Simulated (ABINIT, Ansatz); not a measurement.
**How the form of the self-energy moves the gap of CsGeCl3 (R3m)**

How much does the gap of CsGeCl3 (R3m) depend on the approximation to the self-energy?

Main program and level: ABINIT 10.8.3; LDA and many-body steps on it, plane waves.

Most raw output is cut from this account.

### 1. The starting structure

Symmetry: R3m, No. 160, trigonal system. The conventional cell has a = 7.694 Å, b = 7.694 Å, c = 9.535 Å, α = 90.00°, β = 90.00°, γ = 120.00°. Nearest to Cs lie 12 Cl at 3.86 to 3.90 Å. Nearest to Ge lie 3 Cl at 2.37 Å. Nearest to Cl lie 2 Ge at 2.37 to 3.10 Å and 4 Cs at 3.86 to 3.90 Å. Farther neighbours and most contacts between anions are not listed.

The cell and positions are those that the Materials Project relaxed with its own functionals (PBE, PBE+U or r2SCAN), kept fixed. Spin-orbit coupling is left out unless a step names it.

### 2. Empty states on the mesh, 2×2×2 mesh, 562 bands

This step: ABINIT 10.8.3; DFT, LDA, plane waves, norm-conserving pseudopotentials.

The sums over transitions need many empty states on a uniform mesh; this step solves for them.

run.abi reads:

```
acell 3*1.0 Angstrom
rprim 
  3.846816390705 2.220960478697 3.178300533600
  -3.846816390705 2.220960478697 3.178300533600
  0.000000000000 -4.441920957394 3.178300533600
ntypat 3
znucl 55 32 17
natom 5
typat 1 2 3 3 3
xred 
  0.998403350000 0.998403350000 0.998403350000
  0.515533150000 0.515533150000 0.515533150000
  0.496712670000 0.496712670000 0.948638170000
  0.496712670000 0.948638170000 0.496712670000
  0.948638170000 0.496712670000 0.496712670000
pp_dirpath "pseudos"
pseudos "Cs.upf, Ge.upf, Cl.upf"
ecut 56
ngkpt 2 2 2
nshiftk 1
shiftk 0 0 0
kptopt 1
chksymbreak 0
iscf -2
irdden 1
istwfk *1
nband 562
nbdbuf 50
tolwfr 1e-09
nstep 60
prtvol 0
indata_prefix "in"
outdata_prefix "out"
tmpdata_prefix "tmp"
```

Started as:

```console
OMP_NUM_THREADS=4 mpirun -n 4 abinit run.abi > log
```

Wall time 8 min (4 MPI ranks of Arm Neoverse V1, shared host); peak memory 1.6 GiB.

This step gave:

| Property | Result |
| --- | --- |
| gap | 1.977 eV |
| k of the valence top | 0.5, 0.5, 0.5 |
| k of the conduction bottom | 0.5, 0.5, 0.5 |
| least direct gap | 1.977 eV |
| k points computed | 4 |
| lowest point of the top converged band, above the valence top | 111.7640 eV |

On this mesh the gap is 1.977 eV.

The density comes from a self-consistent run that is not shown.

### 3. Screening, 2×2×2 mesh, 224 bands, screening to 141.5 eV

The RPA dielectric matrix is built and inverted for each q.

This step: RPA screening on LDA, plane waves, norm-conserving pseudopotentials.

run.abi, as its differences from that of step 2:

```diff
@@ -23,10 +23,11 @@
 chksymbreak 0
-iscf -2
-irdden 1
 istwfk *1
-nband 562
-nbdbuf 50
-tolwfr 1e-09
-nstep 60
-prtvol 0
+occopt 1
+irdwfk 1
+optdriver 3
+nband 224
+ecuteps 5.2
+inclvkb 2
+awtr 1
+symchi 1
 indata_prefix "in"
```

Started as:

```console
OMP_NUM_THREADS=1 mpirun -n 16 abinit run.abi > log
```

The job ended after 55 s (16 MPI ranks; peak memory 9.1 GiB; 15 min of CPU time).

This step gave:

- ε∞ with local fields, on this mesh, along the program's q direction: 5.963
- the same without local fields: 7.233
- plasma frequency: 20.98 eV
- plane waves in the screening matrix: 619

Local fields lower ε∞ by 18 %. On a Γ-centred mesh this coarse the value itself is usually too large, while a short band sum pulls it down.

### 4. G0W0, Godby-Needs plasmon pole

The self-energy is evaluated for the states that the input lists, and the levels follow from it, in one-shot runs by the linearised quasiparticle equation.

This step: G0W0 on LDA, plane waves, norm-conserving pseudopotentials.

run.abi, as its differences from that of step 3:

```diff
@@ -26,8 +26,17 @@
 irdwfk 1
-optdriver 3
+optdriver 4
 nband 224
+gwcalctyp 0
+ecutsigx 56
+symsigma 1
+nkptgw 2
+kptgw 
+  0.5000000000 0.5000000000 0.5000000000
+  0.0000000000 0.0000000000 0.0000000000
+bdgw 
+  25 28
+  24 29
 ecuteps 5.2
-inclvkb 2
-awtr 1
-symchi 1
+irdscr 1
+ppmodel 1
 indata_prefix "in"
```

Run time: 17 s. Hardware: 16 MPI ranks; peak memory 6.1 GiB.

Numbers from this step:

* G0W0 gap on the points computed: 3.64 eV
* starting gap on the mesh: 1.977 eV
* k of the valence top: 0.5, 0.5, 0.5
* k of the conduction bottom: 0.5, 0.5, 0.5
* Z at the valence top: 0.787
* Z at the conduction bottom: 0.807
* least direct G0W0 gap on the computed points: 3.64 eV

The gap on the mesh goes from 1.98 eV to 3.64 eV, a correction of +1.66 eV.

### 5. G0W0, Engel-Farid plasmon pole

run.abi, as its differences from that of step 4:

```diff
@@ -40,3 +40,3 @@
 irdscr 1
-ppmodel 1
+ppmodel 4
 indata_prefix "in"
```

The job ended after 19 s (16 MPI ranks; peak memory 4.5 GiB; 4.9 min of CPU time).

Numbers from this step:

- G0W0 gap on the points computed: 3.720 eV
- starting gap on the mesh: 1.977 eV
- k of the valence top: 0.5, 0.5, 0.5
- k of the conduction bottom: 0.5, 0.5, 0.5
- Z at the valence top: 0.794
- Z at the conduction bottom: 0.814
- least direct G0W0 gap on the computed points: 3.720 eV

Against G0W0 in ABINIT (2×2×2 mesh, 224 bands, screening to 141.5 eV, Godby-Needs plasmon pole), the gap moves by +0.080 eV.

### 6. G0W0, von der Linden-Horsch plasmon pole

run.abi, as its differences from that of step 5:

```diff
@@ -40,3 +40,3 @@
 irdscr 1
-ppmodel 4
+ppmodel 3
 indata_prefix "in"
```

Elapsed: 18 s, on 16 MPI ranks; peak memory 3.9 GiB; 4.7 min of CPU time.

Numbers from this step:

| Property | Result |
| --- | --- |
| G0W0 gap on the points computed | 3.780 eV |
| starting gap on the mesh | 1.977 eV |
| k of the valence top | 0.5, 0.5, 0.5 |
| k of the conduction bottom | 0.5, 0.5, 0.5 |
| least direct G0W0 gap on the computed points | 3.780 eV |

Against G0W0 in ABINIT (2×2×2 mesh, 224 bands, screening to 141.5 eV, Godby-Needs plasmon pole), the gap moves by +0.140 eV.

### 7. One-shot Hartree-Fock

This step: one-shot Hartree-Fock on LDA, plane waves, norm-conserving pseudopotentials.

run.abi, as its differences from that of step 6:

```diff
@@ -27,4 +27,4 @@
 optdriver 4
-nband 224
-gwcalctyp 0
+nband 30
+gwcalctyp 5
 ecutsigx 56
@@ -38,5 +38,4 @@
   24 29
-ecuteps 5.2
-irdscr 1
-ppmodel 3
+ixc_sigma 40
+fftgw 31
 indata_prefix "in"
```

Started as:

```console
OMP_NUM_THREADS=1 mpirun -n 15 abinit run.abi > log
```

Elapsed: 5.4 s, on 15 MPI ranks; peak memory 0.67 GiB.

This step gave:

- quasiparticle gap on the points computed: 8.723 eV
- starting gap on the mesh: 1.977 eV
- k of the valence top: 0.5, 0.5, 0.5
- k of the conduction bottom: 0.5, 0.5, 0.5
- least direct quasiparticle gap on the computed points: 8.723 eV

Against G0W0 in ABINIT (2×2×2 mesh, 224 bands, screening to 141.5 eV, Godby-Needs plasmon pole), the gap moves by +5.083 eV.

### 8. Side by side

Times are wall times on the hardware named with each run, good to a factor of about two. A run's time includes the screening step that it read.

```csv
run,mesh,bands,screening cutoff (eV),DFT gap (eV),gap on the mesh (eV),direct (eV),ε∞ used,time
"G0W0, Godby-Needs plasmon pole",2×2×2,224,141.5,1.977,3.640,3.640,5.96,72 s
"G0W0, Engel-Farid plasmon pole",2×2×2,224,141.5,1.977,3.720,3.720,5.96,74 s
"G0W0, von der Linden-Horsch plasmon pole",2×2×2,224,141.5,1.977,3.780,3.780,5.96,73 s
one-shot Hartree-Fock,2×2×2,-,-,1.977,8.723,8.723,-,5.4 s
```

### 9. Outcome

```yaml
g0w0_godby_needs_plasmon_pole: 3.640 eV
g0w0_engel_farid_plasmon_pole: 3.720 eV
g0w0_von_der_linden_horsch_plasmon_pole: 3.780 eV
one_shot_hartree_fock: 8.723 eV
known_limits: not at the basis limit; no spin-orbit coupling; coarse k mesh
```

**Reading.** G0W0, Engel-Farid plasmon pole: +0.080 eV against G0W0, Godby-Needs plasmon pole. G0W0, von der Linden-Horsch plasmon pole: +0.140 eV against G0W0, Godby-Needs plasmon pole. One-shot Hartree-Fock: +5.083 eV against G0W0, Godby-Needs plasmon pole. Bare exchange alone opens the gap to 8.72 eV; against G0W0, correlation takes back 5.08 eV. Bands and cutoff are finite, so the gap is not at the basis limit. The miss can reach some tenths of an eV and take either sign; the mesh is an error of its own. In the G0W0 runs levels were corrected at 2 k points alone, so a gap called «on the mesh» is the least over those, and an edge elsewhere would be missed. The 2×2×2 mesh is coarse for this cell, which bears on the long-range parts of exchange and screening. The many-body steps are scalar-relativistic: spin-orbit coupling is not in them.

[Paths, hosts, dates, memory and timing lines, banners, echoed tables and standing remarks are left out of the program output.]

[Logs are printed without paths, hosts, clocks, repeated set-up lines and the standing remarks that a program may print on its own settings, such as how far it seeks lower states.]

[Runs of the session that timed out or met a known fault of the program may be left out.]

[Hosts, paths, dates, database ids (printed as entryN), source tags and the programs' standing remarks are cut or masked in the printed files.]

[G0W0 gaps are taken among the corrected bands and points alone; a level outside them can change the order at an edge.]

[Where Ansatz stands beside ABINIT at settings called matched, ABINIT's density can come from a denser mesh and the files from another edition; pairs whose starting gaps differed by over 0.03 eV were left out, so agreement reads better than it is.]
